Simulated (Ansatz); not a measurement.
# How KBr (Fm-3m) expands on warming, part 2 of 3

Wanted: α(T), C_P(T) and B(T) of KBr in the quasi-harmonic approximation.

What experiment has found for this phase:
- volume expansion coefficient 116.1 1e-6/K and heat capacity C_P per formula unit 52.3 J/mol/K near room temperature (given in “High-Throughput Prediction of Finite-Temperature Properties using the Quasi-Harmonic Approximation”, 2016, arXiv:1603.06924)
- volume expansion coefficient 117.6 1e-6/K near room temperature (given in “Descriptors for thermal expansion in solids”, 2017, arXiv:1701.03966)

Ansatz 0.2.0; DFT PBE, scalar-relativistic, plane waves, PAW (the session's first sound run).

So far. Step 2 (A first coarse run): The start is under 0.72 GPa at this level and looks like an insulator or semiconductor on this mesh. Step 4 (Tight relaxation): The residual pressure is 9.2e-6 GPa, small enough for phonons.

In doubt: the dispersion correction can have small steps in the geometry for these elements (step 6), which bears on fits and elastic values.

## (5) A new level, relaxed again

The functional, the potentials or the cutoff change, so the crystal is relaxed again at the new setting.

This step: DFT PBE+D3(BJ), scalar-relativistic, plane waves, PAW (Ansatz 0.2.0).

Input file input.yaml:

```yaml
crystal:
  lattice:
    - [0.0, 3.3527581555, 3.3527581555]
    - [3.3527581555, 0.0, 3.3527581555]
    - [3.3527581555, 3.3527581555, 0.0]
  atoms:
    - { symbol: K, position: [0.0, 0.0, 0.0] }
    - { symbol: Br, position: [0.5, 0.5, 0.5] }
kpoints:
  mp_grid: { grid: [8, 8, 8] }
hamiltonian:
  xc: pbe
  dispersion: d3bj
scf:
  occupations: { method: fixed }
output:
  forces: true
  stress: true
  eigenvalues: true
relax:
  adjacent_minimum: "off"
  f_tol: 0.001
  max_steps: 60
  cell: { stress_tol: 0.01 }
```

Started as:

```bash
> ansatz run input.yaml --threads 4 --pin off --max-ram 16384MiB --backend cpu --events-out ev --progress --plain --runs-dir out
```

Numbers of over 12 decimals in the logs are rounded to 6 here.

Output:

```text
[...]
Crystal: 2 atoms, lattice volume = 75.377 Å³
Basis set: ecut = 420 eV, 1459 PW (Γ), exchange–correlation on 64×64×64 points (8 copies of the dense FFT grid, shifted against one another)
Bands: 12, of which v1, the nominal top of the filled ones, is band 8 counted from 1 (7 counted from 0)
Symmetry: 48 space group operations
[...]
k-points: 29 of 512
[...]
SCF iter   1: F=—  HF=-4324.897629 eV  |F-HF|=—  |Δ(HF+E_count)|=         —  Δρ=1.89e-4  dr2=2.29e-5  ethr=1.77e-3  ⟨swp⟩=5.6  Hψ=1925  notcnv=0  defer=50
[...]
SCF iter   6: F=-4324.897600 eV  HF=-4324.897600 eV  |F-HF|=2.83e-9  |Δ(HF+E_count)|=   4.88e-9  Δρ=1.70e-6  dr2=3.45e-9  ethr=1.14e-10  ⟨swp⟩=7.1  Hψ=2169  notcnv=0
SCF 1 converged in 6 iterations: F = -4324.897600 eV  dr2 = 3.45e-9
[...]
relax step   1: F+E_penalty+E_count = -4324.89760035 eV  Δ(F+E_penalty+E_count) = +0.000e0 eV  max|allowed force component| = 1.075e-29 eV/Å  Δτ_max = 0.0000 Å  P = -0.872 GPa  Ω = 75.377 Å³  (6 SCF iters, dr2 threshold 1.00e-7 eV, accepted)
Crystal: 2 atoms, lattice volume = 73.356 Å³
[...]
SCF iter   5: F=-4324.906585 eV  HF=-4324.906585 eV  |F-HF|=2.74e-8  |Δ(HF+E_count)|=   2.08e-7  Δρ=3.92e-6  dr2=1.10e-8  ethr=1.25e-9  ⟨swp⟩=7.7  Hψ=2170  notcnv=0
SCF 2 converged in 5 iterations: F = -4324.906585 eV  dr2 = 1.10e-8
relax step   2: F+E_penalty+E_count = -4324.90658458 eV  Δ(F+E_penalty+E_count) = -8.984e-3 eV  max|allowed force component| = 6.640e-30 eV/Å  Δτ_max = 0.0000 Å  P = -0.533 GPa  Ω = 73.356 Å³  energy of the carried Pulay correction = +6.536e-5 eV  (5 SCF iters, dr2 threshold 2.00e-7 eV, accepted)
Crystal: 2 atoms, lattice volume = 70.394 Å³
Basis set: ecut = 420 eV, 1363 PW (Γ), exchange–correlation on 64×64×64 points (8 copies of the dense FFT grid, shifted against one another)
[...]
SCF iter   5: F=-4324.911111 eV  HF=-4324.911111 eV  |F-HF|=5.81e-8  |Δ(HF+E_count)|=   4.44e-7  Δρ=6.11e-6  dr2=2.35e-8  ethr=1.25e-9  ⟨swp⟩=8.7  Hψ=2230  notcnv=0
SCF 3 converged in 5 iterations: F = -4324.911111 eV  dr2 = 2.35e-8
relax step   3: F+E_penalty+E_count = -4324.91111075 eV  Δ(F+E_penalty+E_count) = -4.526e-3 eV  max|allowed force component| = 3.944e-30 eV/Å  Δτ_max = 0.0000 Å  P = +0.079 GPa  Ω = 70.394 Å³  energy of the carried Pulay correction = +1.644e-4 eV  (5 SCF iters, dr2 threshold 2.00e-7 eV, accepted)
[...]
relax step   4: F+E_penalty+E_count = -4324.91118318 eV  Δ(F+E_penalty+E_count) = -7.243e-5 eV  max|allowed force component| = 2.774e-29 eV/Å  Δτ_max = 0.0000 Å  P = +0.004 GPa  Ω = 70.719 Å³  energy of the carried Pulay correction = +1.534e-4 eV  (4 SCF iters, dr2 threshold 1.55e-8 eV, accepted)
[...]
SCF iter   5: F=-4324.911002 eV  HF=-4324.911002 eV  |F-HF|=1.82e-12  |Δ(HF+E_count)|=  1.64e-11  Δρ=3.09e-8  dr2=5.95e-13  ethr=1.00e-12  ⟨swp⟩=9.8  Hψ=2312  notcnv=0
SCF 5 converged in 5 iterations: F = -4324.911002 eV  dr2 = 5.95e-13
relax step   5: F+E_penalty+E_count = -4324.91100186 eV  Δ(F+E_penalty+E_count) = +1.813e-4 eV  max|allowed force component| = 4.641e-29 eV/Å  Δτ_max = 0.0000 Å  P = +0.006 GPa  Ω = 70.719 Å³  stress off target by 5.64e-3 GPa  SCF on the basis re-selected at this cell (its energy is not comparable with the rows above)  (5 SCF iters)
basis re-selected at this cell: Δ(F+E_penalty+E_count) = +1.813e-4 eV, ΔP = +0.002 GPa vs the last step (what re-selecting the basis moved, of the pressure what is left beyond the Pulay correction that the steps carried, after the strain that the cell walked since its last selection, with what the two solves' SCF thresholds leave and, on support functions, any second-order correction that the steps lacked; it is no m [...]
SCF converged after 5 iterations
Free energy (F): -4324.911002 eV
[...]
Internal energy: -4324.911002 eV  (E = F + TS)
E sigma→0 (E₀):  -4324.911002 eV
Fermi energy:    1.180145 eV
[...]
--- Stress (GPa, compression-positive) ---
        0.005635      -0.000000      -0.000000
       -0.000000       0.005635      -0.000000
       -0.000000      -0.000000       0.005635
  P = ⅓ Tr σ = 0.0056 GPa (0.056 kbar)
--- Band table (eV; the first three rows and the last of 29) ---
  k-point 0: bands = [... 4 lower, -10.0405, 1.1801, 1.1801, 1.1801, 5.6595, 8.7874, 8.7874, 8.7874]
  k-point 1: bands = [... 4 lower, -9.9985, 0.9505, 1.1255, 1.1255, 6.0581, 8.6872, 8.9748, 8.9748]
  k-point 2: bands = [... 4 lower, -9.9043, 0.4905, 0.9994, 0.9994, 6.9245, 8.6845, 9.4977, 9.4977]
  k-point 28: bands = [... 4 lower, -9.9416, 0.5805, 0.5805, 0.6263, 8.5841, 8.5841, 9.5036, 10.2412]
--- Relaxed structure (4 steps of the walk, 4 accepted, 1 SCFs on fresh bases) ---
[...]
cell:  # Å, volume = 70.7194 Å³
    - [0, 3.282233, 3.282233]
    - [3.282233, 0, 3.282233]
    - [3.282233, 3.282233, 0]
  atoms:
    - { symbol: K, position: [0, 0, 0] }
    - { symbol: Br, position: [0.500000, 0.500000, 0.500000] }
```

It took 2.9 s on 4 threads of Arm Neoverse V1, shared host; peak memory 0.34 GiB; 10 s of CPU time.

The steps of the relaxation:

| step | energy less that of the first step (eV) | largest force component (eV/Å) | pressure (GPa) | volume (Å³) |
| --- | --- | --- | --- | --- |
| 1 | 0.0000 | 0.0000 | -0.87 | 75.38 |
| 2 | -0.0090 | 0.0000 | -0.53 | 73.36 |
| 3 | -0.0135 | 0.0000 | 0.08 | 70.39 |
| 4 | -0.0136 | 0.0000 | 0.00 | 70.72 |
| 5* | -0.0134 | 0.0000 | 0.01 | 70.72 |

Relaxation steps marked * repeat the geometry before them on a plane-wave basis chosen anew for their cell, so energy and pressure can jump there.

The run keeps the 48 symmetry operations that it works with, so distortions that break them were not tested.

| conventional cell, symmetrised | before | after | change |
| --- | --- | --- | --- |
| a (Å) | 6.706 | 6.564 | -2.1 % |
| b (Å) | 6.706 | 6.564 | -2.1 % |
| c (Å) | 6.706 | 6.564 | -2.1 % |
| volume (Å³/atom) | 37.69 | 35.36 | -6.2 % |

The relaxed structure:

```xyz
2
Lattice="0.0000 3.2822 3.2822 3.2822 0.0000 3.2822 3.2822 3.2822 0.0000" Properties=species:S:1:pos:R:3 pbc="T T T"
K     0.0000    0.0000    0.0000
Br    3.2822    3.2822    3.2822
```

This step gave:

* pressure: 0.005635 GPa
* gap on the k-mesh: 4.479 eV
* volume per atom: 35.36 Å³

The residual pressure is 0.0056 GPa, small enough for phonons.

## (6) Phonons on strained cells

The study relaxes the crystal at several strains, solves the phonons on some of them and minimises the free energy at each temperature (static energy, vibrations, the electrons in a metal, and PV under a set pressure); the q-mesh sets how far the force constants reach.

input.yaml, the sections that differ from step 5:

```yaml
crystal:
  lattice:
    - [0.0, 3.282233252, 3.282233252]
    - [3.282233252, 0.0, 3.282233252]
    - [3.282233252, 3.282233252, 0.0]
  atoms:
    - { symbol: K, position: [0.0, 0.0, 0.0] }
    - { symbol: Br, position: [0.5, 0.5, 0.5] }
output:
  eigenvalues: true
phonons:
  method: dfpt
  qmesh: [4, 4, 4]
  temperatures: { t_max: 500.0, t_step: 25 }
  thermal_expansion: {}
# kpoints, hamiltonian, scf: as in step 5
# relax: removed
```

Output:

```text
[...]
Crystal: 2 atoms, lattice volume = 70.719 Å³
Basis set: ecut = 487.2 eV, 1759 PW (Γ), exchange–correlation on 72×72×72 points (8 copies of the dense FFT grid, shifted against one another)
Bands: 12, of which v1, the nominal top of the filled ones, is band 8 counted from 1 (7 counted from 0)
Symmetry: 48 space group operations
[...]
k-points: 29 of 512
[...]
SCF iter   1: F=—  HF=-4324.911694 eV  |F-HF|=—  |Δ(HF+E_count)|=         —  Δρ=1.73e-4  dr2=1.52e-5  ethr=1.77e-3  ⟨swp⟩=5.4  Hψ=1918  notcnv=0  defer=52
[...]
SCF iter   8: F=-4324.911622 eV  HF=-4324.911622 eV  |F-HF|=9.09e-12  |Δ(HF+E_count)|=  1.55e-11  Δρ=1.03e-7  dr2=1.12e-11  ethr=1.00e-12  ⟨swp⟩=9.2  Hψ=2262  notcnv=0
SCF 1 converged in 8 iterations: F = -4324.911622 eV  dr2 = 1.12e-11
[...]
relax step   1: F+E_penalty+E_count = -4324.91162177 eV  Δ(F+E_penalty+E_count) = +0.000e0 eV  max|allowed force component| = 8.431e-30 eV/Å  Δτ_max = 0.0000 Å  (8 SCF iters, accepted)
SCF converged after 8 iterations
Free energy (F): -4324.911622 eV
[...]
Internal energy: -4324.911622 eV  (E = F + TS)
E sigma→0 (E₀):  -4324.911622 eV
Fermi energy:    1.180063 eV
[...]
--- Stress (GPa, compression-positive) ---
        0.005223      -0.000000      -0.000000
        0.000000       0.005223      -0.000000
        0.000000       0.000000       0.005223
  P = ⅓ Tr σ = 0.0052 GPa (0.052 kbar)
--- Band table (eV; the first three rows and the last of 29) ---
  k-point 0: bands = [... 4 lower, -10.0406, 1.1801, 1.1801, 1.1801, 5.6593, 8.7874, 8.7874, 8.7874]
  k-point 1: bands = [... 4 lower, -9.9985, 0.9505, 1.1254, 1.1254, 6.0579, 8.6871, 8.9748, 8.9748]
  k-point 2: bands = [... 4 lower, -9.9044, 0.4904, 0.9993, 0.9993, 6.9243, 8.6844, 9.4976, 9.4976]
  k-point 28: bands = [... 4 lower, -9.9416, 0.5804, 0.5804, 0.6262, 8.5840, 8.5840, 9.5035, 10.2410]
── thermal expansion: 3 new cells, 3 in all ──
thermal expansion: variable-cell relaxation of cell 1
thermal expansion: relaxation of cell 1
thermal expansion: relaxation of cell 2
thermal expansion: relaxation of cell 3
── thermal expansion: 2 new cells, 5 in all ──
thermal expansion: relaxation of cell 4
thermal expansion: lower-state search of cell 4
thermal expansion: phonons of cell 4
thermal expansion: relaxation of cell 5
thermal expansion: phonons of cell 5
── thermal expansion: 7 new cells, 12 in all ──
thermal expansion: relaxation of cell 6
thermal expansion: relaxation of cell 7
thermal expansion: relaxation of cell 8
thermal expansion: relaxation of cell 9
thermal expansion: relaxation of cell 10
thermal expansion: relaxation of cell 11
thermal expansion: relaxation of cell 12
thermal expansion: phonons of cell 6
thermal expansion: phonons of cell 7
thermal expansion: phonons of cell 8
thermal expansion: phonons of cell 9
--- Relaxed structure (1 steps of the walk, 1 accepted, 0 SCFs on fresh bases) ---
  F+E_penalty+E_count = -4324.91162177 eV   max|allowed force component| = 8.431e-30 eV/Å
  atoms:
    - { symbol: K, position: [0.0, 0.0, 0.0] }
    - { symbol: Br, position: [0.5, 0.5, 0.5] }
--- Thermal expansion: 12 cells in 3 rounds, 0 GPa ---
  no lower state was reached at cell 4
  without vibrations: a 4.64228, b 4.64228, c 4.64228 Å, V 70.7424 Å³, B 16.01 GPa
  at 0 K: a 4.65473, b 4.65473, c 4.65473 Å, V 71.3131 Å³, B 15.63 GPa
  zero-point expansion: a +0.268, b +0.268, c +0.268, V +0.807 %
      T/K        a/Å        b/Å        c/Å       V/Å³ | expansion of a, b, c, V (1e-6/K)   | that of V in the mean from 25 °C | C_P, C_V (J/mol K of the cell) | B_T, B_S (GPa)
     0.00    4.65473    4.65473    4.65473    71.3131 |    0.00    0.00    0.00    0.00 |   91.60 |     0.000     0.000 |    15.63    15.63
    50.00    4.65629    4.65629    4.65629    71.3847 |   18.80   18.80   18.80   56.41 |  106.12 |    29.527    29.421 |    15.48    15.53
   100.00    4.66245    4.66245    4.66245    71.6682 |   31.46   31.46   31.46   94.39 |  113.39 |    43.539    42.959 |    15.07    15.27
   150.00    4.67038    4.67038    4.67038    72.0346 |   36.00   36.00   36.00  107.99 |  117.92 |    47.753    46.644 |    14.61    14.96
   200.00    4.67912    4.67912    4.67912    72.4400 |   38.68   38.68   38.68  116.03 |  121.66 |    49.712    48.051 |    14.14    14.63
   250.00    4.68844    4.68844    4.68844    72.8736 |   40.85   40.85   40.85  122.55 |  125.16 |    50.972    48.721 |    13.66    14.29
   298.15    4.69790    4.69790    4.69790    73.3154 |   42.84   42.84   42.84  128.53 |       - |    51.946    49.078 |    13.19    13.96
   325.00    4.70338    4.70338    4.70338    73.5722 |   43.98   43.98   43.98  131.93 |  130.45 |    52.449    49.212 |    12.91    13.76
   375.00    4.71399    4.71399    4.71399    74.0713 |   46.19   46.19   46.19  138.57 |  134.15 |    53.372    49.389 |    12.40    13.40
   425.00    4.72517    4.72517    4.72517    74.5996 |   48.62   48.62   48.62  145.87 |  138.09 |    54.327    49.507 |    11.86    13.02
   475.00    4.73699    4.73699    4.73699    75.1608 |   51.36   51.36   51.36  154.09 |  142.33 |    55.362    49.589 |    11.31    12.62
   500.00    4.74316    4.74316    4.74316    75.4552 |   52.88   52.88   52.88  158.64 |  144.59 |    55.923    49.621 |    11.02    12.42
  the static fit leaves 0.000 meV an atom of the energies and, of the stresses, 0.000 GPa of each cell's largest along a strain (root mean squares over the cells), whose Pulay part it has at -0.004 GPa
  vibrations' free energy: its fit leaves 0.0000 meV an atom at the most
  the electrons' free energy at temperature is not in it: every band gap is over 0.52 eV
  free energies summed between the sampled wave vectors
  estimated error of the fitted expansion in any direction: up to 0.075e-6/K, at 500 K (an estimate, not a bound: it was exceeded on models of known expansion)
  the energies and the vibrations are of d3bj (s6 = 1.0, s8 = 0.7875, a1 = 0.4289, a2_bohr = 4.4407) at the weights and the pressure of the crystal at rest
  by sums over the sampled wave vectors an expansion of the volume parts by up to 1.19e-6/K
  by a static energy of one degree less an expansion of the volume parts by up to 0.50e-6/K
  band gaps on the cells' k-points are 4.205 to 4.561 eV
```

Elapsed: 17 min, on 4 threads; peak memory 1.4 GiB.

This step gave:

```yaml
pressure: 0.005223 GPa
volume_expansion_coefficient_at_298_k: 128.5 1e-6/K
c_p_at_298_k: 25.97 J/mol-atom/K
entropy_at_298_k: 48.84 J/mol-atom/K
isothermal_bulk_modulus_at_298_k: 13.19 GPa
grueneisen_parameter_at_298_k: 1.525
volume_at_298_k: 36.66 Å³/atom
principal_linear_expansion_coefficients_at_298_k: 42.84, 42.84, 42.84 1e-6/K
```

Strained cells of the study; zero-point energy where phonons were solved; the pressures are stresses at a fixed cutoff and can carry an offset from the finite basis. Expansion cells, by row:

| cell | \|a\| (Å) | \|b\| (Å) | \|c\| (Å) | V (Å³/atom) | E - E_lowest (meV/atom) | pressure, compression positive (GPa) | gap (eV) | zero-point energy (meV/atom) |
| --- | --- | --- | --- | --- | --- | --- | --- | --- |
| 1 | 4.642 | 4.642 | 4.642 | 35.36 | 0 | 0.001 | 4.479 | - |
| 2 | 4.679 | 4.679 | 4.679 | 36.22 | 0.961 | -0.361 | 4.415 | - |
| 3 | 4.605 | 4.605 | 4.605 | 34.52 | 1.062 | 0.407 | 4.546 | - |
| 4 | 4.643 | 4.643 | 4.643 | 35.38 | 0 | -0.009 | 4.478 | 17.05 |
| 5 | 4.666 | 4.666 | 4.666 | 35.91 | 0.405 | -0.239 | 4.437 | 16.64 |
| 6 | 4.694 | 4.694 | 4.694 | 36.56 | 1.873 | -0.493 | 4.389 | 16.14 |
| 7 | 4.719 | 4.719 | 4.719 | 37.16 | 4.13 | -0.707 | 4.347 | 15.69 |
| 8 | 4.745 | 4.745 | 4.745 | 37.78 | 7.21 | -0.904 | 4.305 | 15.25 |
| 9 | 4.771 | 4.771 | 4.771 | 38.4 | 11.08 | -1.085 | 4.264 | 14.81 |
| 10 | 4.597 | 4.597 | 4.597 | 34.34 | 1.598 | 0.505 | 4.561 | - |
| 11 | 4.62 | 4.62 | 4.62 | 34.86 | 0.387 | 0.239 | 4.519 | - |
| 12 | 4.809 | 4.809 | 4.809 | 39.33 | 18.06 | -1.322 | 4.205 | - |

(Part 2 of 3 ends here.)

[Logs are printed without paths, hosts, clocks, repeated set-up lines and the standing remarks that a program may print on its own settings, such as how far it seeks lower states.]

[Hosts, paths, dates, database ids (printed as entryN), source tags and the programs' standing remarks are cut or masked in the printed files.]

[A step with changed settings may run another functional than the one named; its input shows which.]
